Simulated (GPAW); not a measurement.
# ZnCu: optical spectrum from first principles, part 2 of 2

Aim: the dielectric function of ZnCu, and the optical constants that follow from it.

GPAW 26.7.0; DFT, RPBE, plane-wave PAW (GPAW data sets), scalar-relativistic, RPA, optical limit.

So far. Step 2 (Ground state): There are states at the Fermi level within the smearing, so the occupations stay smeared and the carriers get a Drude term.

## Step 4: Dielectric function, RPA

Transitions between filled and empty bands, summed over the zone, give the optical response, so mesh, band count and broadening shape it.

The induced potential is part of this response.

This step: DFT, RPBE, plane-wave PAW (GPAW data sets), scalar-relativistic, RPA, optical limit (GPAW 26.7.0).

File df.py:

```python
from gpaw.response.df import DielectricFunction

df = DielectricFunction('full.gpw', frequencies={'type': 'nonlinear', 'domega0': 0.03, 'omega2': 8},
                        ecut=50,
                        eta=0.2,
                        nbands=26,
                        rate=0.1,
                        txt='df.txt')
for direction in ['x']:
    df.get_dielectric_function(xc='RPA', direction=direction, filename=f'df_{direction}.csv')
```

Started as:

```sh
$ OMP_NUM_THREADS=1 python df.py
```

Numbers of over 12 decimals in the logs are rounded to 6 here.

What it wrote:

```text
Using integrator: PointIntegrator
NonLinearFrequencyDescriptor(from 0.000 to 46.898 eV, 457 points)
Nonperiodic BCs:  [False False False]
Using integrator: PointIntegrator
NonLinearFrequencyDescriptor(from 0.000 to 46.898 eV, 457 points)
Nonperiodic BCs:  [False False False]
Using integrator: PointIntegrator

Calculating chi0 body with:
    Ground state adapter containing:
    Number of spins: 1
    Number of kpoints: 2744
    Number of irreducible kpoints: 120
    Number of completely occupied states: 10
    Number of partially occupied states: 12

    Linear response parametrization:
    q_c: [0.0, 0.0, 0.0]
    Number of frequency points: 457
    Planewave cutoff: 50.0
    Number of bands: 26
    Number of planewaves: 19
    Broadening (eta): 0.2

Integrating chi0 body.

Symmetries of q_c:
    Direct symmetries (Uq -> q): 48
    Indirect symmetries (TUq -> q): 0
In total 48 allowed symmetries.

120 groups of equivalent kpoints. 95.626822% reduction.

Integral kind: spectral function

Calculating chi0 optical extensions with:
    Ground state adapter containing:
    Number of spins: 1
    Number of kpoints: 2744
    Number of irreducible kpoints: 120
    Number of completely occupied states: 10
    Number of partially occupied states: 12

    Linear response parametrization:
    Number of frequency points: 457
    Planewave cutoff: 50.0
    Number of bands: 26
    Number of planewaves: 19
    Broadening (eta): 0.2
Integrating chi0 head and wings.

Symmetries of q_c:
    Direct symmetries (Uq -> q): 48
    Indirect symmetries (TUq -> q): 0
In total 48 allowed symmetries.

120 groups of equivalent kpoints. 95.626822% reduction.

Integral kind: spectral function wings

Calculating drude chi0 with:
    Number of frequency points:457
    Plasma frequency decay rate: 0.1 eV

    Ground state adapter containing:
    Number of spins: 1
    Number of kpoints: 2744
    Number of irreducible kpoints: 120
    Number of completely occupied states: 10
    Number of partially occupied states: 12

Symmetries of q_c:
    Direct symmetries (Uq -> q): 48
    Indirect symmetries (TUq -> q): 0
In total 48 allowed symmetries.

120 groups of equivalent kpoints. 95.626822% reduction.

Integral kind: intraband
Plasma frequency:
[[7.82+0.j 0.  -0.j 0.  +0.j]
 [0.  +0.j 7.82+0.j 0.  +0.j]
 [0.  +0.j 0.  +0.j 7.82+0.j]]
```

The job ended after 6 s (1 thread of Arm Neoverse V2, shared host; peak memory 0.24 GiB).

Some rows of df_x.csv (energy; Re and Im without local fields; Re and Im with them):

```text
0.000000, 6327.739979, 0.000000, 6327.688598, 0.000000
0.555532, -191.566260, 82.904165, -191.591301, 82.902274
1.143969, -43.802769, 10.509316, -43.834615, 10.505630
1.768324, -12.752633, 3.602139, -12.800878, 3.590201
2.431988, 0.896692, 6.266694, 0.807784, 6.174163
3.138794, 1.078771, 10.538792, 1.134732, 10.358496
3.893091, -4.951298, 9.225966, -4.862930, 9.265013
4.699832, -2.602353, 4.667121, -2.561416, 4.674920
5.564682, -2.366258, 4.341361, -2.324717, 4.416187
6.494155, -1.364663, 3.156803, -1.375896, 3.170413
7.495775, -1.736860, 2.676943, -1.761851, 2.734918
8.578281, -1.061345, 1.856296, -1.082647, 1.875394
9.751884, -0.843201, 1.506499, -0.864568, 1.518894
11.028587, -0.405196, 1.318366, -0.429043, 1.315462
12.422601, -0.185517, 0.928437, -0.215300, 0.921412
13.950874, 0.026187, 0.788761, 0.012142, 0.782296
15.633783, 0.226905, 0.677775, 0.218849, 0.659393
17.496047, 0.305480, 0.637272, 0.307295, 0.610300
19.567954, 0.312170, 0.522150, 0.321887, 0.511235
```

Sum at mesh points, not converged in k. The Im ε, E ∥ x by photon energy; read off at these points:

| photon energy (eV) | Im ε, E ∥ x |
| --- | --- |
| 0.50 | 112 |
| 1.00 | 15.4 |
| 1.50 | 5.07 |
| 2.00 | 3.23 |
| 2.50 | 7.25 |
| 2.74 | 9.55 |
| 3.00 | 8.91 |
| 3.43 | 11.7 |
| 3.50 | 11.6 |
| 4.00 | 8.18 |
| 4.50 | 5.07 |
| 5.00 | 5.10 |
| 5.50 | 4.52 |
| 6.00 | 3.42 |
| 6.50 | 3.17 |
| 7.00 | 3.25 |
| 7.50 | 2.73 |
| 8.00 | 2.21 |
| 8.50 | 1.95 |
| 9.00 | 1.96 |
| 9.50 | 1.75 |
| 10.00 | 1.44 |
| 10.50 | 1.31 |
| 11.00 | 1.31 |
| 11.50 | 1.14 |
| 12.00 | 1.05 |
| 12.50 | 0.924 |
| 13.00 | 0.882 |
| 13.50 | 0.804 |
| 14.00 | 0.777 |
| 14.50 | 0.770 |
| 15.00 | 0.691 |
| 15.50 | 0.668 |
| 16.00 | 0.681 |
| 16.50 | 0.679 |
| 17.00 | 0.631 |
| 17.50 | 0.610 |
| 18.00 | 0.602 |
| 18.50 | 0.615 |
| 19.00 | 0.557 |
| 19.50 | 0.515 |

Values under 1 per cm are given as 1; sum at mesh points, not converged in k. Table of absorption coefficient, E ∥ x by photon energy:

photon energy (eV), log10 absorption coefficient, E ∥ x (1/cm) and a bar from the least value:
```
    0.492        5.9 #################
    1.010        5.9 #################
    1.486        5.9 ##############
    1.985        5.7 #######
    2.508        5.7 
    3.018        5.8 ##########
    3.510        6.0 ######################
    3.980        6.0 ###########################
    4.516        6.0 ########################
    4.981        6.0 ########################
    5.515        6.0 ###########################
    6.021        6.0 ##########################
    6.494        6.0 #########################
    6.985        6.0 ##########################
    7.496        6.1 ##############################
    8.026        6.0 ############################
    8.516        6.0 ############################
    9.023        6.0 ###########################
    9.483        6.1 #############################
   10.026        6.0 ###########################
   10.519        6.0 ##########################
   11.029        6.0 ##########################
   11.479        6.0 ##########################
   12.023        6.0 #########################
   12.504        6.0 #######################
   13.000        6.0 #######################
   13.512        5.9 ####################
   14.040        5.9 ####################
   14.493        5.9 ####################
   14.960        5.9 ##################
   15.536        5.9 #################
   16.031        5.9 #################
   16.541        5.9 ##################
   16.959        5.9 ##################
   17.496        5.9 ################
   18.049        5.9 ################
   18.504        5.9 ##################
   18.969        5.9 ##################
   19.447        5.9 ################
```

Sum at mesh points, not converged in k. Table of loss function −Im 1/ε at q → 0, E ∥ x by energy loss; read off at these points:

energy loss (eV), loss function −Im 1/ε at q → 0, E ∥ x and a bar:
```
     0.50       0.00 
     1.00       0.00 
     1.50       0.01 
     2.00       0.05 #
     2.28       0.21 ####
     2.50       0.13 ###
     3.00       0.11 ##
     3.50       0.08 ##
     4.00       0.09 ##
     4.50       0.13 ###
     5.00       0.17 ###
     5.50       0.18 ####
     6.00       0.21 ####
     6.50       0.27 ######
     7.00       0.27 ######
     7.50       0.26 #####
     8.00       0.35 #######
     8.50       0.38 ########
     9.00       0.45 #########
     9.50       0.44 #########
    10.00       0.55 ###########
    10.50       0.65 #############
    11.00       0.69 ##############
    11.50       0.77 ################
    12.00       0.87 ##################
    12.50       1.03 ######################
    13.00       1.11 #######################
    13.50       1.24 ##########################
    14.00       1.29 ###########################
    14.50       1.29 ###########################
    14.77       1.44 ##############################
    15.00       1.38 #############################
    15.50       1.38 #############################
    16.00       1.30 ###########################
    16.50       1.28 ###########################
    17.00       1.39 #############################
    17.07       1.40 #############################
    17.50       1.31 ###########################
    18.00       1.27 ###########################
    18.50       1.32 ############################
    19.00       1.42 ##############################
    19.50       1.41 #############################
```

The reflectivity at normal incidence, E ∥ x has structure finer than the step of the table below, so its rows give means over 1 eV, whole bins alone (the curve runs from 0.305 to 19.9 eV). Peaks (eV: height): 4.1: 56.3, 7.5: 42.2, 9.6: 35.6.

Sum at mesh points, not converged in k. The reflectivity at normal incidence, E ∥ x by photon energy; means over each step:

| photon energy (eV) | reflectivity at normal incidence, E ∥ x (%) |
| --- | --- |
| 1 | 93.6 |
| 2 | 66.8 |
| 3 | 41.2 |
| 4 | 53.3 |
| 5 | 44.5 |
| 6 | 42.7 |
| 7 | 37.5 |
| 8 | 38.6 |
| 9 | 33.2 |
| 10 | 32.9 |
| 11 | 27.7 |
| 12 | 25.6 |
| 13 | 21.0 |
| 14 | 16.6 |
| 15 | 13.7 |
| 16 | 10.7 |
| 17 | 10.1 |
| 18 | 8.67 |
| 19 | 8.99 |

Sum at mesh points, not converged in k. Im ε, E ∥ x against photon energy; read off at these points:

| photon energy (eV) | without local fields | with local fields |
| --- | --- | --- |
| 0.50 | 112 | 112 |
| 1.00 | 15.4 | 15.4 |
| 1.50 | 5.08 | 5.07 |
| 2.00 | 3.25 | 3.23 |
| 2.50 | 7.36 | 7.25 |
| 2.74 | 9.69 | 9.55 |
| 3.00 | 9.06 | 8.91 |
| 3.43 | 11.8 | 11.7 |
| 3.50 | 11.7 | 11.6 |
| 4.00 | 8.13 | 8.18 |
| 4.50 | 5.06 | 5.07 |
| 5.00 | 5.10 | 5.10 |
| 5.50 | 4.44 | 4.52 |
| 6.00 | 3.36 | 3.42 |
| 6.50 | 3.16 | 3.17 |
| 7.00 | 3.22 | 3.25 |
| 7.50 | 2.67 | 2.73 |
| 8.00 | 2.18 | 2.21 |
| 8.50 | 1.93 | 1.95 |
| 9.00 | 1.94 | 1.96 |
| 9.50 | 1.73 | 1.75 |
| 10.00 | 1.42 | 1.44 |
| 10.50 | 1.30 | 1.31 |
| 11.00 | 1.31 | 1.31 |
| 11.50 | 1.14 | 1.14 |
| 12.00 | 1.05 | 1.05 |
| 12.50 | 0.933 | 0.924 |
| 13.00 | 0.893 | 0.882 |
| 13.50 | 0.819 | 0.804 |
| 14.00 | 0.783 | 0.777 |
| 14.50 | 0.782 | 0.770 |
| 15.00 | 0.713 | 0.691 |
| 15.50 | 0.688 | 0.668 |
| 16.00 | 0.697 | 0.681 |
| 16.50 | 0.701 | 0.679 |
| 17.00 | 0.655 | 0.631 |
| 17.50 | 0.637 | 0.610 |
| 18.00 | 0.621 | 0.602 |
| 18.50 | 0.634 | 0.615 |
| 19.00 | 0.575 | 0.557 |
| 19.50 | 0.526 | 0.515 |

From ε follow the optical constants at some laser and lamp lines:

| wavelength (nm) | n | k | R (%) | 1/α |
| --- | --- | --- | --- | --- |
| 1550 | 1.49 | 9.859 | 94.2 | 13 nm |
| 800 | 0.52 | 4.499 | 90.8 | 14 nm |
| 633 | 0.56 | 2.884 | 79.1 | 17 nm |
| 405 | 2.32 | 2.044 | 38.9 | 16 nm |
| 365 | 2.33 | 2.508 | 46.4 | 12 nm |
| 308 | 1.46 | 2.698 | 56.2 | 9.1 nm |
| 193 | 1.00 | 1.568 | 38.0 | 9.8 nm |

A polished face would reflect 49 % of daylight and look pink-red (CIE x = 0.381, y = 0.331 under D65).

## Step 5: Summary of results

What this shows: At this level (RPBE, RPA) ZnCu is a metal. The mesh is too coarse to trust the carriers' weight, the reflectivity or the colour to better than tens of per cent. A polished face would reflect 49 % of daylight and look pink-red (CIE x = 0.381, y = 0.331 under D65). The carriers' damping of 0.1 eV is typed, not computed; it shapes the response at the lowest energies. In this version of GPAW the matrix elements of the optical limit are incomplete, which can lower ε − 1 by up to a tenth where first-row anions or d states rule, and shift it by more in d metals. GPAW's carrier term has the form −ωp²/(ω + i·rate)², which damps like twice the rate and fails at low energy, so the curves leave the lowest energies out. The sum runs over mesh points 0.15 Å⁻¹ apart with no interpolation, so peaks are partly noise of the mesh, and the Drude plasma energy, a sum over the Fermi surface, isn't converged.

[Machine, clock and banner lines and Python warnings are left out of the logs.]

[Logs are printed without paths, hosts, clocks, repeated set-up lines and the standing remarks that a program may print on its own settings, such as how far it seeks lower states.]

[Hosts, paths, dates, database ids (printed as entryN), source tags and the programs' standing remarks are cut or masked in the printed files.]
